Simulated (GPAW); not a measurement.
# A 8-layer slab of Li(100) in an electric field

Wanted: the out-of-plane polarisability of a 8-layer slab of Li(100).

Program: GPAW 26.7.0. Level of theory: GPAW, PAW setups; slab in vacuum, relaxation, in the first sound run; inputs show where later runs differ. Results are calculated unless marked as measured.

Report form: the programs' logs are mostly left out.

## Step 1: The starting structure

The cell holds 8 atoms: 8 Li. Cell: a = 3.490 Å, b = 3.490 Å, c = 26.215 Å, α = 90.0°, β = 90.0°, γ = 90.0°. Vacuum lies along c.

Structure file:

```
Li
1.0
     3.49000    0.00000    0.00000
     0.00000    3.49000    0.00000
     0.00000    0.00000   26.21500
Li
8
Direct
  0.50000 0.50000 0.26702
  0.00000 0.00000 0.33359
  0.50000 0.50000 0.40015
  0.00000 0.00000 0.46672
  0.50000 0.50000 0.53328
  0.00000 0.00000 0.59985
  0.50000 0.50000 0.66641
  0.00000 0.00000 0.73298
```

## Step 2: Relaxation

The atoms are relaxed first, since the surface dipole, and with it the work function, follows the positions of the outer layers. The lowest 4 atoms are held at bulk positions and keep their forces.

The input, run.py:

```python
import json
import numpy as np
from ase import Atoms
from ase.constraints import FixAtoms
from ase.optimize import BFGS
from gpaw import GPAW, PW

slab = Atoms(
    ['Li', 'Li', 'Li', 'Li', 'Li', 'Li', 'Li', 'Li'],
    positions=[
        [1.74500, 1.74500, 7.00000],
        [0.00000, 0.00000, 8.74500],
        [1.74500, 1.74500, 10.49000],
        [0.00000, 0.00000, 12.23500],
        [1.74500, 1.74500, 13.98000],
        [0.00000, 0.00000, 15.72500],
        [1.74500, 1.74500, 17.47000],
        [0.00000, 0.00000, 19.21500]],
    cell=[[3.49, 0.0, 0.0], [0.0, 3.49, 0.0], [0.0, 0.0, 26.215]],
    pbc=[True, True, False])

slab.calc = GPAW(mode=PW(400), xc='PBE', kpts={'size': (9, 9, 1), 'gamma': True},
                 occupations={'name': 'fermi-dirac', 'width': 0.1}, nbands='300%',
                 convergence={'density': 1e-05}, maxiter=200,
                 poissonsolver={'dipolelayer': 'xy'},
                 symmetry={'tolerance': 1e-3, 'extra_ids': [1, 1, 1, 1, 0, 0, 0, 0]}, txt='slab.txt')
result = {}
slab.set_constraint(FixAtoms([0, 1, 2, 3]))
path = []
opt = BFGS(slab, maxstep=0.2)
opt.attach(lambda: path.append((slab.get_potential_energy(), slab.positions.tolist(), slab.get_forces().tolist())))
result['relaxed'] = bool(opt.run(fmax=0.03, steps=40))
result['path'] = path
energy = slab.get_potential_energy()
fermi = slab.calc.get_fermi_level()
v = slab.calc.get_electrostatic_potential().mean((0, 1)) - fermi
n = slab.calc.get_pseudo_density().mean((0, 1))
L = slab.cell[2, 2]
z = np.arange(len(v)) * L / len(v)
low, high = slab.positions[:, 2].min(), slab.positions[:, 2].max()
below, above = np.interp([low - 4.8, high + 4.8], z, v)
slopes = [np.interp(x, z, np.gradient(v, z)) for x in (low - 4.8, high + 4.8)]
eps = np.array([[slab.calc.get_eigenvalues(k, s) for k in range(len(slab.calc.get_ibz_k_points()))]
                for s in range(slab.calc.get_number_of_spins())]) - fermi
top, bottom = eps[eps < 0].max(), eps[eps > 0].min()
dipole = slab.get_dipole_moment()[2]
print(f'energy {energy:.4f} eV, Fermi level {fermi:.4f} eV, dipole {dipole:.5f} e A')
print(f'potential 4.8 A off the faces, from the Fermi level: lower {below:.4f} eV, upper {above:.4f} eV')
print(f'slope of the potential there: lower {slopes[0]:.5f}, upper {slopes[1]:.5f} eV/A')
print(f'nearest levels on the mesh: {top:.4f} and {bottom:.4f} eV')
print('magnetic moment', round(slab.get_magnetic_moment(), 3))
result.update(energy=energy, fermi=fermi, dipole=dipole, below=below, above=above, slopes=slopes, edges=[top, bottom],
              z=z.tolist(), v=v.tolist(), n=n.tolist(), positions=slab.positions.tolist(),
              forces=slab.get_forces(apply_constraint=False).tolist(), moments=slab.get_magnetic_moments().tolist())
json.dump(result, open('result.json', 'w'))
```

Launch:

```bash
$ OMP_NUM_THREADS=1 OPENBLAS_NUM_THREADS=1 python run.py
```

It took 10 min on 1 thread of Intel Xeon Platinum 8259CL at 2.50GHz (Skylake/Cascade Lake), shared host; peak memory 0.21 GiB.

The steps of the relaxation:

| step | energy less that of the first step (eV) | largest force (eV/Å) |
| --- | --- | --- |
| 1 | 0.0000 | 0.0761 |
| 2 | -0.0001 | 0.0746 |
| 3 | -0.0026 | 0.0382 |
| 4 | -0.0026 | 0.0381 |
| 5 | -0.0050 | 0.0390 |
| 6 | -0.0052 | 0.0475 |
| 7 | -0.0054 | 0.0512 |
| 8 | -0.0060 | 0.0610 |
| 9 | -0.0069 | 0.0664 |
| 10 | -0.0083 | 0.0598 |
| 11 | -0.0092 | 0.0363 |
| 12 | -0.0094 | 0.0332 |
| 13 | -0.0094 | 0.0346 |
| 14 | -0.0094 | 0.0345 |
| 15 | -0.0094 | 0.0333 |
| 16 | -0.0095 | 0.0298 |

The atoms that moved most (Å):

| atom | dx | dy | dz | length |
| --- | --- | --- | --- | --- |
| Li8 | 0.000 | 0.000 | -0.190 | 0.190 |
| Li7 | 0.000 | 0.000 | -0.182 | 0.182 |
| Li6 | 0.000 | 0.000 | -0.062 | 0.062 |
| Li5 | 0.000 | 0.000 | -0.019 | 0.019 |

Final coordinates:

```xyz
8
Lattice="3.4900 0.0000 0.0000 0.0000 3.4900 0.0000 0.0000 0.0000 26.2150" Properties=species:S:1:pos:R:3
Li    1.7450    1.7450    7.0000
Li    0.0000    0.0000    8.7450
Li    1.7450    1.7450   10.4900
Li    0.0000    0.0000   12.2350
Li    1.7450    1.7450   13.9607
Li    0.0000    0.0000   15.6625
Li    1.7450    1.7450   17.2875
Li    0.0000    0.0000   19.0246
```

This step gave:

```
dipole along the normal                    : 8.89e-4 e·Å
levels nearest the Fermi level on the mesh : -0.05331, 0.006634 eV from the Fermi level
upper work function                        : 2.981 eV
lower work function                        : 2.992 eV
```

Electrostatic potential energy of an electron (without an applied field's), less the Fermi level, planar mean against z:

| z (Å) | electrostatic potential energy of an electron (without an applied field's), less the Fermi level, planar mean (eV) |
| --- | --- |
| 0.0 | 2.99 |
| 0.5 | 2.99 |
| 1.0 | 2.99 |
| 1.5 | 2.99 |
| 2.0 | 2.99 |
| 2.5 | 2.99 |
| 3.0 | 2.99 |
| 3.5 | 2.98 |
| 4.0 | 2.95 |
| 4.5 | 2.89 |
| 5.0 | 2.74 |
| 5.5 | 2.37 |
| 6.0 | 1.56 |
| 6.5 | -0.0736 |
| 7.0 | -1.65 |
| 7.5 | -0.129 |
| 8.0 | 0.580 |
| 8.5 | -0.802 |
| 9.0 | -0.768 |
| 9.5 | 0.638 |
| 10.0 | 0.0612 |
| 10.5 | -1.28 |
| 11.0 | 0.132 |
| 11.5 | 0.613 |
| 12.0 | -0.854 |
| 12.5 | -0.763 |
| 13.0 | 0.620 |
| 13.5 | -0.0614 |
| 14.0 | -1.28 |
| 14.5 | 0.166 |
| 15.0 | 0.473 |
| 15.5 | -1.07 |
| 16.0 | -0.572 |
| 16.5 | 0.384 |
| 17.0 | -0.741 |
| 17.5 | -0.902 |
| 18.0 | 0.557 |
| 18.5 | -0.0363 |
| 19.0 | -1.65 |
| 19.5 | -0.188 |
| 20.0 | 1.48 |
| 20.5 | 2.33 |
| 21.0 | 2.71 |
| 21.5 | 2.88 |
| 22.0 | 2.94 |
| 22.5 | 2.97 |
| 23.0 | 2.98 |
| 23.5 | 2.98 |
| 24.0 | 2.98 |
| 24.5 | 2.98 |
| 25.0 | 2.98 |
| 25.5 | 2.98 |
| 26.0 | 2.98 |

The pseudo valence density, planar mean by z:

| z (Å) | pseudo valence density, planar mean (e/Å³) |
| --- | --- |
| 1.0 | 3.1e-6 |
| 1.5 | 7.2e-6 |
| 2.0 | 1.7e-5 |
| 2.5 | 4.4e-5 |
| 3.0 | 1.2e-4 |
| 3.5 | 3.1e-4 |
| 4.0 | 7.8e-4 |
| 4.5 | 0.00194 |
| 5.0 | 0.00453 |
| 5.5 | 0.00966 |
| 6.0 | 0.0182 |
| 6.5 | 0.0314 |
| 7.0 | 0.0309 |
| 7.5 | 0.0506 |
| 8.0 | 0.0534 |
| 8.5 | 0.0455 |
| 9.0 | 0.0448 |
| 9.5 | 0.0505 |
| 10.0 | 0.0504 |
| 10.5 | 0.0375 |
| 11.0 | 0.0507 |
| 11.5 | 0.0508 |
| 12.0 | 0.0439 |
| 12.5 | 0.0452 |
| 13.0 | 0.0514 |
| 13.5 | 0.0506 |
| 14.0 | 0.0389 |
| 14.5 | 0.0521 |
| 15.0 | 0.0530 |
| 15.5 | 0.0435 |
| 16.0 | 0.0501 |
| 16.5 | 0.0535 |
| 17.0 | 0.0484 |
| 17.5 | 0.0460 |
| 18.0 | 0.0544 |
| 18.5 | 0.0514 |
| 19.0 | 0.0314 |
| 19.5 | 0.0317 |
| 20.0 | 0.0186 |
| 20.5 | 0.00997 |
| 21.0 | 0.00471 |
| 21.5 | 0.00203 |
| 22.0 | 8.2e-4 |
| 22.5 | 3.3e-4 |
| 23.0 | 1.3e-4 |
| 23.5 | 4.7e-5 |
| 24.0 | 1.8e-5 |
| 24.5 | 6.9e-6 |
| 25.0 | 2.6e-6 |

The relaxation lowered the energy of the cell by 0.00952 eV (energies extrapolated to zero smearing; the optimiser's log prints free energies). The largest force left on a free atom is 0.030 eV/Å.

## Step 3: Plane waves, PBE

With the geometry fixed, the planar mean of the potential gives the vacuum level on each side.

This step: GPAW, PAW setups; slab in vacuum (GPAW 26.7.0).

Changes to run.py since step 2:

```diff
@@ -3,4 +3,2 @@
 from ase import Atoms
-from ase.constraints import FixAtoms
-from ase.optimize import BFGS
 from gpaw import GPAW, PW
@@ -14,6 +12,6 @@
         [0.00000, 0.00000, 12.23500],
-        [1.74500, 1.74500, 13.98000],
-        [0.00000, 0.00000, 15.72500],
-        [1.74500, 1.74500, 17.47000],
-        [0.00000, 0.00000, 19.21500]],
+        [1.74500, 1.74500, 13.96073],
+        [-0.00000, -0.00000, 15.66254],
+        [1.74500, 1.74500, 17.28752],
+        [-0.00000, 0.00000, 19.02457]],
     cell=[[3.49, 0.0, 0.0], [0.0, 3.49, 0.0], [0.0, 0.0, 26.215]],
@@ -25,10 +23,4 @@
                  poissonsolver={'dipolelayer': 'xy'},
-                 symmetry={'tolerance': 1e-3, 'extra_ids': [1, 1, 1, 1, 0, 0, 0, 0]}, txt='slab.txt')
+                 symmetry={'tolerance': 1e-3}, txt='slab.txt')
 result = {}
-slab.set_constraint(FixAtoms([0, 1, 2, 3]))
-path = []
-opt = BFGS(slab, maxstep=0.2)
-opt.attach(lambda: path.append((slab.get_potential_energy(), slab.positions.tolist(), slab.get_forces().tolist())))
-result['relaxed'] = bool(opt.run(fmax=0.03, steps=40))
-result['path'] = path
 energy = slab.get_potential_energy()
```

Wall time 54 s (1 thread); peak memory 0.21 GiB.

This step gave:

| Property | Result |
| --- | --- |
| dipole along the normal | 8.88e-4 e·Å |
| levels nearest the Fermi level on the mesh | -0.05331, 0.006633 eV from the Fermi level |

The electrostatic potential energy of an electron (without an applied field's), less the Fermi level, planar mean oscillates, so the rows of the table below give means over windows of 1.68 Å about each position, cut where the curve ends. Its maxima inside the range that stand out by 2 % of the span (Å: eV): 7.9: 0.628, 9.6: 0.708, 11.3: 0.706, 13.1: 0.665, 14.8: 0.629, 16.5: 0.399, 18.1: 0.641. Its minima: 7.0: -1.67, 8.7: -1.27, 10.5: -1.29, 12.3: -1.31, 13.9: -1.32, 15.6: -1.30, 17.3: -1.30, 19.0: -1.65.

Electrostatic potential energy of an electron (without an applied field's), less the Fermi level, planar mean against z; means over each step:

| z (Å) | electrostatic potential energy of an electron (without an applied field's), less the Fermi level, planar mean (eV) |
| --- | --- |
| 0.84 | 2.99 |
| 2.52 | 2.99 |
| 4.20 | 2.91 |
| 5.88 | 1.47 |
| 7.56 | -0.384 |
| 9.24 | -0.194 |
| 10.92 | -0.206 |
| 12.60 | -0.247 |
| 14.28 | -0.268 |
| 15.96 | -0.366 |
| 17.64 | -0.268 |
| 19.32 | -0.241 |
| 21.00 | 2.61 |
| 22.68 | 2.97 |
| 24.36 | 2.98 |
| 26.04 | 2.98 |

The pseudo valence density, planar mean oscillates, so the rows of the table below give means over windows of 1 Å about each position, cut where the curve ends. Its maxima inside the range that stand out by 2 % of the span (Å: e/Å³): 6.7: 0.0322, 8.2: 0.0538, 9.9: 0.0511, 11.1: 0.0514, 13.4: 0.0520, 15.1: 0.0535, 16.1: 0.0538, 17.8: 0.0549, 19.3: 0.0318. Its minima: 6.9: 0.0288, 8.8: 0.0380, 10.5: 0.0371, 12.2: 0.0377, 14.1: 0.0387, 15.7: 0.0406, 17.2: 0.0408, 19.1: 0.0287.

The pseudo valence density, planar mean by z; means over each step:

| z (Å) | pseudo valence density, planar mean (e/Å³) |
| --- | --- |
| 1 | 3.0e-6 |
| 2 | 2.0e-5 |
| 3 | 1.4e-4 |
| 4 | 9.1e-4 |
| 5 | 0.00499 |
| 6 | 0.0190 |
| 7 | 0.0360 |
| 8 | 0.0518 |
| 9 | 0.0454 |
| 10 | 0.0474 |
| 11 | 0.0477 |
| 12 | 0.0450 |
| 13 | 0.0506 |
| 14 | 0.0450 |
| 15 | 0.0514 |
| 16 | 0.0486 |
| 17 | 0.0480 |
| 18 | 0.0526 |
| 19 | 0.0364 |
| 20 | 0.0195 |
| 21 | 0.00519 |
| 22 | 9.6e-4 |
| 23 | 1.5e-4 |
| 24 | 2.1e-5 |
| 25 | 3.2e-6 |

Force by atom:

| atom | x (eV/Å) | y (eV/Å) | z (eV/Å) | size |
| --- | --- | --- | --- | --- |
| Li1 | 0.0000 | 0.0000 | -0.0018 | 0.0018 |
| Li2 | 0.0000 | 0.0000 | 0.0748 | 0.0748 |
| Li3 | 0.0000 | 0.0000 | -0.0080 | 0.0080 |
| Li4 | 0.0000 | 0.0000 | -0.0365 | 0.0365 |
| Li5 | 0.0000 | 0.0000 | 0.0051 | 0.0051 |
| Li6 | 0.0000 | 0.0000 | -0.0298 | 0.0298 |
| Li7 | 0.0000 | 0.0000 | -0.0076 | 0.0076 |
| Li8 | 0.0000 | 0.0000 | 0.0039 | 0.0039 |

The potential is flat to 0.002 eV/Å where it is read, so the vacuum is wide enough.

## Step 4: Field on

A uniform field along the normal polarises the slab; the atoms stay fixed, so this is the electronic response alone.

Changes to run.py since step 3:

```diff
@@ -4,2 +4,3 @@
 from gpaw import GPAW, PW
+from gpaw.external import ConstantElectricField
 
@@ -23,2 +24,3 @@
                  poissonsolver={'dipolelayer': 'xy'},
+                 external=ConstantElectricField(-0.2, [0, 0, 1]),
                  symmetry={'tolerance': 1e-3}, txt='slab.txt')
```

Wall time 2 min (1 thread); peak memory 0.3 GiB.

This step gave:

| Item | Value |
| --- | --- |
| dipole along the normal | -0.2152 e·Å |
| levels nearest the Fermi level on the mesh | -0.05308, 0.006654 eV from the Fermi level |
| potential below the slab, the applied field's own ramp left out | 1.386 eV from the Fermi level |
| potential above the slab, the applied field's own ramp left out | 4.582 eV from the Fermi level |

The electrostatic potential energy of an electron (without an applied field's), less the Fermi level, planar mean oscillates, so the rows of the table below give means over windows of 1.68 Å about each position, cut where the curve ends. Its maxima inside the range that stand out by 2 % of the span (Å: eV): 8.0: -0.406, 9.6: 0.0124, 11.4: 0.357, 13.1: 0.665, 14.8: 0.962, 16.5: 1.07, 18.1: 1.64, 25.1: 4.58. Its minima: 7.0: -2.89, 8.7: -2.15, 10.5: -1.82, 12.3: -1.48, 13.9: -1.15, 15.6: -0.798, 17.3: -0.465, 19.0: -0.467.

Table of electrostatic potential energy of an electron (without an applied field's), less the Fermi level, planar mean by z; means over each step:

| z (Å) | electrostatic potential energy of an electron (without an applied field's), less the Fermi level, planar mean (eV) |
| --- | --- |
| 0.84 | 1.57 |
| 2.52 | 1.39 |
| 4.20 | 1.32 |
| 5.88 | 0.0236 |
| 7.56 | -1.50 |
| 9.24 | -0.969 |
| 10.92 | -0.642 |
| 12.60 | -0.350 |
| 14.28 | -0.0336 |
| 15.96 | 0.206 |
| 17.64 | 0.635 |
| 19.32 | 1.02 |
| 21.00 | 4.13 |
| 22.68 | 4.56 |
| 24.36 | 4.58 |
| 26.04 | 4.41 |

Force by atom:

| atom | x (eV/Å) | y (eV/Å) | z (eV/Å) | size |
| --- | --- | --- | --- | --- |
| Li1 | 0.0000 | 0.0000 | -0.0064 | 0.0064 |
| Li2 | 0.0000 | 0.0000 | 0.0795 | 0.0795 |
| Li3 | 0.0000 | 0.0000 | -0.0101 | 0.0101 |
| Li4 | 0.0000 | 0.0000 | -0.0361 | 0.0361 |
| Li5 | 0.0000 | 0.0000 | 0.0058 | 0.0058 |
| Li6 | 0.0000 | 0.0000 | -0.0321 | 0.0321 |
| Li7 | 0.0000 | 0.0000 | -0.0036 | 0.0036 |
| Li8 | 0.0000 | 0.0000 | 0.0029 | 0.0029 |

The dipole is now -0.215 e Å, against 8.9e-4 in the run without a field.

## Step 5: In a field

Changes to run.py since step 4:

```diff
@@ -24,3 +24,3 @@
                  poissonsolver={'dipolelayer': 'xy'},
-                 external=ConstantElectricField(-0.2, [0, 0, 1]),
+                 external=ConstantElectricField(-0.1, [0, 0, 1]),
                  symmetry={'tolerance': 1e-3}, txt='slab.txt')
```

Run time: 1.9 min. Hardware: 1 thread; peak memory 0.3 GiB.

Numbers from this step:

```yaml
dipole_along_the_normal: -0.1071 e·Å
levels_nearest_the_fermi_level_on_the_mesh: -0.05325, 0.006653 eV from the Fermi level
potential_below_the_slab_the_applied_field_s_own_ramp_left_out: 2.186 eV from the Fermi level
potential_above_the_slab_the_applied_field_s_own_ramp_left_out: 3.777 eV from the Fermi level
```

The electrostatic potential energy of an electron (without an applied field's), less the Fermi level, planar mean oscillates, so the rows of the table below give means over windows of 1.68 Å about each position, cut where the curve ends. Its maxima inside the range that stand out by 2 % of the span (Å: eV): 7.9: 0.107, 9.6: 0.360, 11.3: 0.529, 13.1: 0.665, 14.8: 0.795, 16.5: 0.736, 18.1: 1.14, 25.3: 3.78. Its minima: 7.0: -2.28, 8.7: -1.71, 10.5: -1.55, 12.3: -1.39, 13.9: -1.23, 15.6: -1.05, 17.3: -0.884, 19.0: -1.06.

The electrostatic potential energy of an electron (without an applied field's), less the Fermi level, planar mean by z; means over each step:

| z (Å) | electrostatic potential energy of an electron (without an applied field's), less the Fermi level, planar mean (eV) |
| --- | --- |
| 0.84 | 2.28 |
| 2.52 | 2.18 |
| 4.20 | 2.11 |
| 5.88 | 0.748 |
| 7.56 | -0.940 |
| 9.24 | -0.582 |
| 10.92 | -0.424 |
| 12.60 | -0.298 |
| 14.28 | -0.151 |
| 15.96 | -0.0799 |
| 17.64 | 0.184 |
| 19.32 | 0.389 |
| 21.00 | 3.37 |
| 22.68 | 3.76 |
| 24.36 | 3.78 |
| 26.04 | 3.69 |

Force by atom:

| atom | x (eV/Å) | y (eV/Å) | z (eV/Å) | size |
| --- | --- | --- | --- | --- |
| Li1 | 0.0000 | 0.0000 | -0.0037 | 0.0037 |
| Li2 | 0.0000 | 0.0000 | 0.0770 | 0.0770 |
| Li3 | 0.0000 | 0.0000 | -0.0090 | 0.0090 |
| Li4 | 0.0000 | 0.0000 | -0.0364 | 0.0364 |
| Li5 | 0.0000 | 0.0000 | 0.0055 | 0.0055 |
| Li6 | 0.0000 | 0.0000 | -0.0310 | 0.0310 |
| Li7 | 0.0000 | 0.0000 | -0.0054 | 0.0054 |
| Li8 | 0.0000 | 0.0000 | 0.0030 | 0.0030 |

The dipole is now -0.107 e Å, against 8.9e-4 in the run without a field.

## Step 6: In a field

Changes to run.py since step 5:

```diff
@@ -24,3 +24,3 @@
                  poissonsolver={'dipolelayer': 'xy'},
-                 external=ConstantElectricField(-0.1, [0, 0, 1]),
+                 external=ConstantElectricField(-0.05, [0, 0, 1]),
                  symmetry={'tolerance': 1e-3}, txt='slab.txt')
```

Run time: 93 s. Hardware: 1 thread; peak memory 0.29 GiB.

The electrostatic potential energy of an electron (without an applied field's), less the Fermi level, planar mean oscillates, so the rows of the table below give means over windows of 1.68 Å about each position, cut where the curve ends. Its maxima inside the range that stand out by 2 % of the span (Å: eV): 7.9: 0.368, 9.6: 0.534, 11.3: 0.618, 13.1: 0.665, 14.8: 0.712, 16.5: 0.567, 18.1: 0.891, 25.5: 3.38. Its minima: 7.0: -1.97, 8.7: -1.49, 10.5: -1.42, 12.3: -1.35, 13.9: -1.28, 15.6: -1.17, 17.3: -1.09, 19.0: -1.35.

Table of electrostatic potential energy of an electron (without an applied field's), less the Fermi level, planar mean by z; means over each step:

| z (Å) | electrostatic potential energy of an electron (without an applied field's), less the Fermi level, planar mean (eV) |
| --- | --- |
| 0.84 | 2.63 |
| 2.52 | 2.59 |
| 4.20 | 2.51 |
| 5.88 | 1.11 |
| 7.56 | -0.662 |
| 9.24 | -0.388 |
| 10.92 | -0.315 |
| 12.60 | -0.273 |
| 14.28 | -0.210 |
| 15.96 | -0.223 |
| 17.64 | -0.0424 |
| 19.32 | 0.0738 |
| 21.00 | 2.99 |
| 22.68 | 3.36 |
| 24.36 | 3.38 |
| 26.04 | 3.34 |

## Step 7: In a field

Changes to run.py since step 6:

```diff
@@ -24,3 +24,3 @@
                  poissonsolver={'dipolelayer': 'xy'},
-                 external=ConstantElectricField(-0.05, [0, 0, 1]),
+                 external=ConstantElectricField(0.05, [0, 0, 1]),
                  symmetry={'tolerance': 1e-3}, txt='slab.txt')
```

The job ended after 1.9 min (1 thread; peak memory 0.3 GiB).

[end of part 1 of 2]

[Logs are printed without paths, hosts, clocks, repeated set-up lines and the standing remarks that a program may print on its own settings, such as how far it seeks lower states.]

[Hosts, paths, dates, database ids (printed as entryN), source tags and the programs' standing remarks are cut or masked in the printed files.]
